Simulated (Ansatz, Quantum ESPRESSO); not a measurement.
# NaMgF3 (Neighborite): modes at Γ and the response to a field, part 3 of 3

Wanted: the vibrations of NaMgF3 (Neighborite) at Γ, by two programs.

Quantum ESPRESSO 7.5; DFT LDA, scalar-relativistic, plane waves, JTH PAW pseudopotentials.

So far, highest optical zone-centre mode (no LO-TO term) (cm⁻¹): step 6 (modes with the sum rule) 613. The relaxed cell has a = 3.821 Å (conventional setting).

The database entry behind the starting cell lists a temperature of 1273 K, so it need not match the best structure at ambient conditions.

### Step 7. Sum rules set otherwise (asr crystal)

The rule can be imposed in more than one way; the choices should agree where the raw error is small.

dynmat.in

```
 &input
    fildyn='g.dyn',
    asr='crystal',
    fileig='dynmat.eig',
    lperm=.true.,
 /
```

Launch:

```bash
$ dynmat.x -in dynmat.in > dynmat.out
```

Numbers of over 12 decimals in the logs are rounded to 6 here.

The program printed:

```text
[banner, memory and clock lines left out]
Program DYNMAT v.7.5

     Reading Dynamical Matrix from file g.dyn
     ...Force constants read
     ...epsilon and Z* read
     Acoustic Sum Rule: || Z*(ASR) - Z*(orig)|| =    1.301397E-02
     Acoustic Sum Rule: ||dyn(ASR) - dyn(orig)||=    1.141267E-04
     A direction for q was not specified:TO-LO splitting will be absent

     Polarizability (A^3 units)
     multiply by 0.756049 for Clausius-Mossotti correction
         4.298619    0.000000    0.000000
         0.000000    4.298619    0.000000
         0.000000    0.000000    4.298619

     IR activities are in (D/A)^2/amu units

# mode   [cm-1]    [THz]      IR
    1    -53.89   -1.6156    2.8709
    2    -53.89   -1.6156    2.8709
    3    -53.89   -1.6156    2.8709
    4     -0.00   -0.0000    0.0000
    5     -0.00   -0.0000    0.0000
    6      0.00    0.0000    0.0000
    7    122.81    3.6818    0.0000
    8    122.81    3.6818    0.0000
    9    122.81    3.6818    0.0000
   10    285.76    8.5669    1.5220
   11    285.76    8.5669    1.5220
   12    285.76    8.5669    1.5220
   13    613.17   18.3823    4.0798
   14    613.17   18.3823    4.0798
   15    613.17   18.3823    4.0798

Electronic dielectric permittivity tensor (relative, adimensional)
         1.967999    0.000000    0.000000
         0.000000    1.967999    0.000000
         0.000000    0.000000    1.967999

 ... with zone-center polar mode contributions
         3.095098   -0.000000    0.000000
        -0.000000    3.095098   -0.000000
         0.000000   -0.000000    3.095098

[end of the log left out, with the tail of the file of modes that dynmat.x writes under the same name]
```

Wall time 0.48 s (1 thread of Arm Neoverse V2, shared host).

This step gave:

```
highest optical zone-centre mode (no LO-TO term) : 613.2 cm⁻¹
```

Zone-centre frequencies as printed; negative means imaginary. Modes:

```
mode  frequency (cm⁻¹)
   1            -53.89
   2            -53.89
   3            -53.89
   4                 0
   5                 0
   6                 0
   7             122.8
   8             122.8
   9             122.8
  10             285.8
  11             285.8
  12             285.8
  13             613.2
  14             613.2
  15             613.2
```

Against the first rule no mode moves by more than 0.1 cm⁻¹.

### Step 8. Sum rules set otherwise: a sum rule for molecules or wires on a crystal

This rule also removes rotations, which suits molecules and not a crystal; it is tried to see the harm.

dynmat.in

```
 &input
    fildyn='g.dyn',
    asr='zero-dim',
    fileig='dynmat.eig',
    lperm=.true.,
 /
```

Launch:

```bash
$ dynmat.x -in dynmat.in > dynmat.out
```

The program printed:

```text
[banner, memory and clock lines left out]
Program DYNMAT v.7.5

     Reading Dynamical Matrix from file g.dyn
     ...Force constants read
     ...epsilon and Z* read
     Acoustic Sum Rule: || Z*(ASR) - Z*(orig)|| =    3.963455E-01
     Acoustic Sum Rule: ||dyn(ASR) - dyn(orig)||=    1.701705E-01
     A direction for q was not specified:TO-LO splitting will be absent

     Polarizability (A^3 units)
     multiply by 0.756049 for Clausius-Mossotti correction
         4.298619    0.000000    0.000000
         0.000000    4.298619    0.000000
         0.000000    0.000000    4.298619

     IR activities are in (D/A)^2/amu units

# mode   [cm-1]    [THz]      IR
    1    -53.89   -1.6156    2.8709
    2     -0.00   -0.0000    0.0000
    3     -0.00   -0.0000    0.0000
    4     -0.00   -0.0000    0.0000
    5     -0.00   -0.0000    0.0000
    6      0.00    0.0000    0.0000
    7      0.00    0.0000    0.0000
    8     81.30    2.4373    1.8375
    9     81.30    2.4373    1.8375
   10    214.96    6.4443    2.4191
   11    214.96    6.4443    2.4191
   12    285.76    8.5669    1.5220
   13    609.27   18.2655    4.0784
   14    609.27   18.2655    4.0784
   15    613.17   18.3823    4.0798

Electronic dielectric permittivity tensor (relative, adimensional)
         1.967999    0.000000    0.000000
         0.000000    1.967999    0.000000
         0.000000    0.000000    1.967999

 ... with zone-center polar mode contributions
        11.040974   -3.972938   -3.972938
        -3.972938   11.040974   -3.972938
        -3.972938   -3.972938   11.040974

[end of the log left out, with the tail of the file of modes that dynmat.x writes under the same name]
```

Run time: 0.47 s. Hardware: 1 thread.

The run ended normally, but on settings that are not sound.

The fault: a sum rule for molecules or wires on a crystal; 3 optical modes are projected out to zero frequency, as if they were rotations.

For a crystal the rule has to be 'simple' or 'crystal'.

Zone-centre frequencies as printed; negative means imaginary. Modes:

```
mode  frequency (cm⁻¹)
   1            -53.89
   2                 0
   3                 0
   4                 0
   5                 0
   6                 0
   7                 0
   8              81.3
   9              81.3
  10               215
  11               215
  12             285.8
  13             609.3
  14             609.3
  15             613.2
```

### Step 9. The LO-TO splitting (1 0 0)

A longitudinal polar mode sets up a macroscopic field that stiffens it; the term hangs on the direction from which q goes to zero.

dynmat.in

```
 &input
    fildyn='g.dyn',
    asr='simple',
    fileig='dynmat.eig',
    q(1)=1.0,
    q(2)=0.0,
    q(3)=0.0,
 /
```

Launch:

```bash
$ dynmat.x -in dynmat.in > dynmat.out
```

The program printed:

```text
[banner, memory and clock lines left out]
Program DYNMAT v.7.5

     Reading Dynamical Matrix from file g.dyn
     ...Force constants read
     ...epsilon and Z* read

     Polarizability (A^3 units)
     multiply by 0.756049 for Clausius-Mossotti correction
         4.298619    0.000000    0.000000
         0.000000    4.298619    0.000000
         0.000000    0.000000    4.298619

     IR activities are in (D/A)^2/amu units

# mode   [cm-1]    [THz]      IR
    1    -53.89   -1.6156    2.8709
    2    -53.89   -1.6156    2.8709
    3     -0.00   -0.0000    0.0000
    4     -0.00   -0.0000    0.0000
    5      0.00    0.0000    0.0000
    6    122.82    3.6821    0.0000
    7    122.82    3.6821    0.0000
    8    122.82    3.6821    0.0000
    9    168.44    5.0498    0.7566
   10    285.76    8.5668    1.5216
   11    285.76    8.5668    1.5216
   12    341.81   10.2471    1.7783
   13    613.14   18.3815    4.0802
   14    613.14   18.3815    4.0802
   15    688.50   20.6408    5.9378

[end of the log left out, with the tail of the file of modes that dynmat.x writes under the same name]
```

The job ended after 0.47 s (1 thread).

This step gave:

```
highest mode moved by the LO-TO term : 688.5 cm⁻¹
```

Zone-centre frequencies as printed; negative means imaginary. Modes:

```
mode  frequency (cm⁻¹)
   1            -53.89
   2            -53.89
   3                 0
   4                 0
   5                 0
   6             122.8
   7             122.8
   8             122.8
   9             168.4
  10             285.8
  11             285.8
  12             341.8
  13             613.1
  14             613.1
  15             688.5
```

The field moves 3 modes; the highest of them now lies at 688 cm⁻¹, where the highest that moved away lay at 613.

### Step 10. A second program

The same cell goes through another code, with its own cutoff. The potentials differ. Its k mesh is centred on Γ.

This step: DFT LDA, scalar-relativistic, plane waves, PAW (Ansatz 0.2.0).

input.yaml

```yaml
crystal:
  lattice:
    - [3.821389778, 0.0, 0.0]
    - [0.0, 3.821389778, 0.0]
    - [0.0, 0.0, 3.821389778]
  atoms:
    - { symbol: Na, position: [0.0, 0.0, 0.0] }
    - { symbol: Mg, position: [0.5, 0.5, 0.5] }
    - { symbol: F, position: [0.5, 0.5, 0.0] }
    - { symbol: F, position: [0.0, 0.5, 0.5] }
    - { symbol: F, position: [0.5, 0.0, 0.5] }
kpoints:
  mp_grid: { grid: [6, 6, 6] }
hamiltonian:
  xc: lda
scf:
  occupations: { method: fixed }
output:
  eigenvalues: true
phonons:
  method: dfpt
  dielectric: true
  rigid_motions: translations
```

Launch:

```bash
$ ansatz run input.yaml --threads 4 --pin off --max-ram 8192MiB --backend cpu --events-out ev --progress --plain --runs-dir out
```

The program printed:

```text
Engine: ansatz 0.2.0, aarch64-unknown-linux-gnu
Pseudopotentials: kind: paw
Pseudopotential: Na, paw, valence charge 9, recommended cutoff 420 eV (normal), Na.paw.azcp
Pseudopotential: Mg, paw, valence charge 10, recommended cutoff 420 eV (normal), Mg.paw.azcp
Pseudopotential: F, paw, valence charge 7, recommended cutoff 420 eV (normal), F.paw.azcp
Functional definition: SPW92
  exchange = slater_x
  correlation = pw_c
Crystal: 5 atoms, lattice volume = 55.804 Å³
Basis set: ecut = 420 eV, 1045 PW (Γ), exchange–correlation on 54×54×54 points (8 copies of the dense FFT grid, shifted against one another)
Bands: 25, of which v1, the nominal top of the filled ones, is band 20 counted from 1 (19 counted from 0)
Symmetry: 48 space group operations
k-points: 80 of 216 (irreducible under 2 space group operations, time reversal used)
Non-local potential: Na, projectors of the file, l = 0: 3, l = 1: 2, l = 2: 1
Non-local potential: Mg, projectors of the file, l = 0: 3, l = 1: 2, l = 2: 1
Non-local potential: F, projectors of the file, l = 0: 2, l = 1: 2, l = 2: 1
PAW form: soft (Blöchl's): semilocal exchange-correlation on the pseudo side does not see the compensation charge
PAW frozen core: Na, regenerated for the run's functional, and the local potential with it (the file was generated under x = pbe(κ = 0.804, μ = 0.219515), c = pbe(β = 0.066725))
PAW frozen core: Mg, regenerated for the run's functional, and the local potential with it (the file was generated under x = pbe(κ = 0.804, μ = 0.219515), c = pbe(β = 0.066725))
PAW frozen core: F, regenerated for the run's functional, and the local potential with it (the file was generated under x = pbe(κ = 0.804, μ = 0.219515), c = pbe(β = 0.066725))
PAW one-centre angular grid: Na, 110 points (default); XC on 64 Gauss nodes
PAW one-centre angular grid: Mg, 110 points (default); XC on 64 Gauss nodes
PAW one-centre angular grid: F, 110 points (default); XC on 64 Gauss nodes
Initial density: superposition of atomic densities (neutral atoms: chi_scale 0, normalization atom), corrected by the library's trained network
Initial wavefunctions: pseudopotential atomic-orbital guess
Functional: x = slater, c = lda
SCF iter   1: F=—  HF=-5757.356897 eV  |F-HF|=—  |Δ(HF+E_count)|=         —  Δρ=2.08e-2  dr2=1.65e-1  ethr=1.77e-3  ⟨swp⟩=4.8  Hψ=7907  notcnv=0  defer=214
preconditioner: auto → Resta (q_TF=auto, 2.581 Å⁻¹)  ε∞=2.6  [insulator: Δε(μ)=5.810 eV  Ē_g=21.260 eV  n_scr=18 (ndim 8)  ℏωp=27.2 eV  f_vac=0.089  ε∞_Penn≈2.6]
SCF iter   2: F=—  HF=-5757.300374 eV  |F-HF|=—  |Δ(HF+E_count)|=   5.65e-2  Δρ=5.22e-3  dr2=4.19e-3  ethr=4.13e-4  ⟨swp⟩=2.2  Hψ=3641  notcnv=0  defer=220
SCF iter   3: F=—  HF=-5757.298332 eV  |F-HF|=—  |Δ(HF+E_count)|=   2.04e-3  Δρ=1.98e-3  dr2=1.21e-3  ethr=1.05e-5  ⟨swp⟩=2.0  Hψ=3661  notcnv=0  defer=226
SCF iter   4: F=—  HF=-5757.297994 eV  |F-HF|=—  |Δ(HF+E_count)|=   3.39e-4  Δρ=7.61e-4  dr2=1.71e-4  ethr=3.02e-6  ⟨swp⟩=1.2  Hψ=1942  notcnv=0  defer=183
SCF iter   5: F=—  HF=-5757.297933 eV  |F-HF|=—  |Δ(HF+E_count)|=   6.05e-5  Δρ=1.30e-4  dr2=6.40e-6  ethr=4.28e-7  ⟨swp⟩=3.0  Hψ=3454  notcnv=0  defer=81
SCF iter   6: F=—  HF=-5757.297933 eV  |F-HF|=—  |Δ(HF+E_count)|=   1.04e-7  Δρ=2.44e-5  dr2=4.01e-7  ethr=1.60e-8  ⟨swp⟩=2.0  Hψ=2381  notcnv=0  defer=80
SCF iter   7: F=—  HF=-5757.297935 eV  |F-HF|=—  |Δ(HF+E_count)|=   1.42e-6  Δρ=3.86e-6  dr2=7.53e-9  ethr=1.00e-9  ⟨swp⟩=2.7  Hψ=3483  notcnv=0  defer=80
SCF iter   8: F=—  HF=-5757.297935 eV  |F-HF|=—  |Δ(HF+E_count)|=   2.17e-9  Δρ=6.52e-7  dr2=1.01e-10  ethr=1.88e-11  ⟨swp⟩=2.3  Hψ=3011  notcnv=0  defer=80
SCF iter   9: F=-5757.297935 eV  HF=-5757.297935 eV  |F-HF|=9.09e-13  |Δ(HF+E_count)|=  3.09e-11  Δρ=3.37e-8  dr2=4.35e-13  ethr=1.00e-12  ⟨swp⟩=11.3  Hψ=11452  notcnv=0
SCF 1 converged in 9 iterations: F = -5757.297935 eV  dr2 = 4.35e-13
  greatest PAW one-centre occupation: 1.001 electrons in one spin orbital (limit 2), on the Mg atom at site 1 (counted from 0), in its partial waves of l = 1
DFPT response loops at Γ: preconditioner auto → none (the input reference at scf.mixing.eps_inf says where Resta's filter doesn't serve); β = 0.50; Broyden in place of MSR1
SCF converged after 9 iterations
Free energy (F): -5757.297935 eV
Harris-Foulkes:  -5757.297935 eV  (|F-HF|=9.09e-13)
Internal energy: -5757.297935 eV  (E = F + TS)
E sigma→0 (E₀):  -5757.297935 eV
Fermi energy:    1.992961 eV
--- Per-component energies (eV) ---
  E_band       = -639.382748
  E_kinetic    = 819.438549
  E_local      = -4356.396157  (includes V_loc(G=0)·N_el)
  E_nonlocal   = 439.758923
  E_hartree    = 1560.370810
  E_xc         = -303.868784
  E_vxc        = -393.864194  (∫ρ·V_xc dr)
  E_paw        = -1078.435026  (= ΣΔE_a)
  E_vpaw       = -269.067750  (= ΣTr[D̂ρ^β])
  E_aug_tail   = 0.006243  (compensation charges beyond the density's cutoff)
  E_ewald      = -2838.803618
  E_core_change = 0.631125  (= ΣΔE_core)
  E_smearing   = -0.000000  (= −TS)
  E_closure    = 0.000000  (closes the sum)
  Σ components = -5757.297935   (vs F -5757.297935, Δ=0.00e0)
--- Band table (eV; the first three rows and the last of 80) ---
  k-point 0: bands = [... 16 lower, 1.2417, 1.5118, 1.5118, 1.5118, 8.0916, 15.5058, 15.5058, 16.1340, ... 1 higher]
  k-point 1: bands = [... 16 lower, 1.1754, 1.1879, 1.4643, 1.4643, 8.5850, 14.6728, 15.8608, 16.3688, ... 1 higher]
  k-point 2: bands = [... 16 lower, 0.9297, 1.0511, 1.4215, 1.4215, 9.8070, 13.1082, 16.6628, 17.1459, ... 1 higher]
  k-point 79: bands = [... 16 lower, 0.7224, 1.9930, 1.9930, 1.9930, 12.4107, 15.2256, 15.2256, 15.2256, ... 1 higher]
--- Phonons (Γ-DFPT): 4 representative perturbations + reference, on 80 of 216 k-points (Σ response iterations 14) ---
  k mesh reduced under 2 symmetry operations, with k and −k counted as one. Each operation leaves every solved perturbation unchanged. A smaller set is not considered because the run solves the response to a homogeneous field
  ASR residual: 3.433e-5 → 0.000e0 eV/Å²; symmetrization residual: 4.693e-6 eV/Å²
  ASR residual per site (eV/Å²): 1.43e-6 3.43e-5 2.57e-5 2.57e-5 2.57e-5
  Γ frequencies (cm⁻¹): -60.00 -60.00 -60.00 0.00 0.00 0.00 125.19 125.19 125.19 287.21 287.21 287.21 597.97 597.97 597.97
  ε∞ (high-frequency dielectric tensor):
        1.986569    -0.000000     0.000000
        0.000000     1.986569     0.000000
        0.000000     0.000000     1.986569
  softest optical mode at Γ: -60.00 cm⁻¹; the repairs (sum rule, projections) moved no ω² at Γ by more than (1.18 cm⁻¹)²
  Born effective charges Z* (e; rows j = field, columns β = displacement):
    site 0:
         1.13776    0.00000    0.00000
         0.00000    1.13776    0.00000
         0.00000    0.00000    1.13776
    site 1:
         1.89293    0.00000    0.00000
        -0.00000    1.89293    0.00000
         0.00000    0.00000    1.89293
    site 2:
        -0.88764    0.00000    0.00000
        -0.00000   -0.88764    0.00000
         0.00000    0.00000   -1.25541
    site 3:
        -1.25541    0.00000    0.00000
        -0.00000   -0.88764    0.00000
         0.00000    0.00000   -0.88764
    site 4:
        -0.88764    0.00000    0.00000
         0.00000   -1.25541    0.00000
         0.00000    0.00000   -0.88764
  Z* charge neutrality: 2.111e-5 e pre-enforcement
  k-mesh period / interband length: 22.9 Å / 0.89 Å = 25.68 at k = (0.0000, 0.0000, 0.0000), direct gap 6.580 eV — 14 or more, which is no proof of convergence
  optical modes at Γ without the LO–TO term, one row a degenerate level:
      ω (cm⁻¹)  modes    IR ((D/Å)²/amu)
        -60.00      3             8.4347
        125.19      3             0.0000
        287.21      3             4.7771
        597.97      3            12.3714
  optical modes at Γ + LO–TO along q̂ = [1.0000, 0.0000, 0.0000]:
      ω (cm⁻¹)  modes    IR ((D/Å)²/amu)
        -60.00      2             5.6232
        125.19      3             0.0000
        163.24      1             0.7460
        287.21      2             3.1847
        342.36      1             1.7046
        597.97      2             8.2476
        675.77      1             6.0771
  optical modes at Γ + LO–TO along q̂ = [0.0000, 1.0000, 0.0000]:
      ω (cm⁻¹)  modes    IR ((D/Å)²/amu)
        -60.00      2             5.6232
        125.19      3             0.0000
        163.24      1             0.7460
        287.21      2             3.1847
        342.36      1             1.7046
        597.97      2             8.2476
        675.77      1             6.0771
  optical modes at Γ + LO–TO along q̂ = [0.0000, 0.0000, 1.0000]:
      ω (cm⁻¹)  modes    IR ((D/Å)²/amu)
        -60.00      2             5.6232
        125.19      3             0.0000
        163.24      1             0.7460
        287.21      2             3.1847
        342.36      1             1.7046
        597.97      2             8.2476
        675.77      1             6.0771
```

Wall time 16 s (4 threads); peak memory 0.63 GiB; 60 s of CPU time.

Read from the output:

```
gap on the k-mesh                                : 6.099 eV
sum-rule residual before enforcement             : 3.43e-5 eV/Å²
miss of the charge sum rule                      : 2.11e-5 e
highest optical zone-centre mode (no LO-TO term) : 598.0 cm⁻¹
lowest optical zone-centre mode                  : -60 cm⁻¹
mean high-frequency dielectric constant          : 1.987
largest Born charge in size (third of the trace) : 1.893 e
highest mode moved by the LO-TO term             : 675.8 cm⁻¹
```

Transverse modes; imaginary modes left out. Lines of the infrared spectrum (strongest = 100):

```
position (cm⁻¹)  label  IR intensity ((D/Å)²/amu), degenerate modes summed, relative
            125    T2u                                                           0.0
            287    T1u                                                            39
            598    T1u                                                           100
```

### Step 11. Side by side: QE JTH and Ansatz, PAW

Numbers from this step:

```
root-mean-square difference : 8.29 cm⁻¹
largest difference          : 15.17 cm⁻¹
```

The 12 of 12 modes that differ most. Frequencies side by side:

```
q (reciprocal lattice)  mode  QE JTH (cm⁻¹)  Ansatz, PAW (cm⁻¹)
                 0 0 0     1         -53.89                 -60
                 0 0 0     2         -53.89                 -60
                 0 0 0     3         -53.89                 -60
                 0 0 0     7          122.8               125.2
                 0 0 0     8          122.8               125.2
                 0 0 0     9          122.8               125.2
                 0 0 0    10          285.8               287.2
                 0 0 0    11          285.8               287.2
                 0 0 0    12          285.8               287.2
                 0 0 0    13          613.1                 598
                 0 0 0    14          613.1                 598
                 0 0 0    15          613.1                 598
```

The two runs side by side. Further quantities:

```
                                                                               quantity  QE JTH  Ansatz, PAW
                                                                                mean ε∞   1.968        1.987
largest Born charge in size (e; the first before, the second after the charge sum rule)   1.877        1.893
```

At the zone centre the largest difference (acoustic modes at Γ apart) is 2 % of the highest mode.

### Step 12. What came out

* space group after relaxation: Pm-3m
* volume per atom: 11.2 Å³
* gap on the k-mesh: 6.08 eV
* highest optical zone-centre mode (no LO-TO term): 613.1 cm⁻¹
* lowest optical zone-centre mode: -53.9 cm⁻¹
* highest mode moved by the LO-TO term: 688.5 cm⁻¹
* mean high-frequency dielectric constant: 1.97
* largest Born charge in size (third of the trace): 1.88 e
* imaginary optical modes at the zone centre (no q mesh in this session): yes
* largest difference from Ansatz, PAW: 15.2 cm⁻¹

At the LDA level the optical modes of NaMgF3 (Neighborite) at the zone centre (no LO-TO term) run from 54i to 613 cm⁻¹, so the structure is a saddle point, with 3 modes beyond 10i cm⁻¹ there. Along the directions run, the highest mode that the macroscopic field moves lies at 688 cm⁻¹. Of the 12 optical modes, 9 are infrared active alone and 3 are silent. QE JTH and Ansatz, PAW differ by 8.3 cm⁻¹ in the root mean square and by 15.2 cm⁻¹ at most, 2.5 % of the highest mode compared (acoustic modes at Γ left out); the two use different potentials, and the cell was not relaxed for the second set. These are harmonic frequencies at zero temperature: anharmonic shifts and linewidths and thermal expansion are left out.

[Host names and launcher messages were left out of these logs when they were recorded.]

[Logs are printed without paths, hosts, clocks, repeated set-up lines and the standing remarks that a program may print on its own settings, such as how far it seeks lower states.]

[Hosts, paths, dates, database ids (printed as entryN), source tags and the programs' standing remarks are cut or masked in the printed files.]
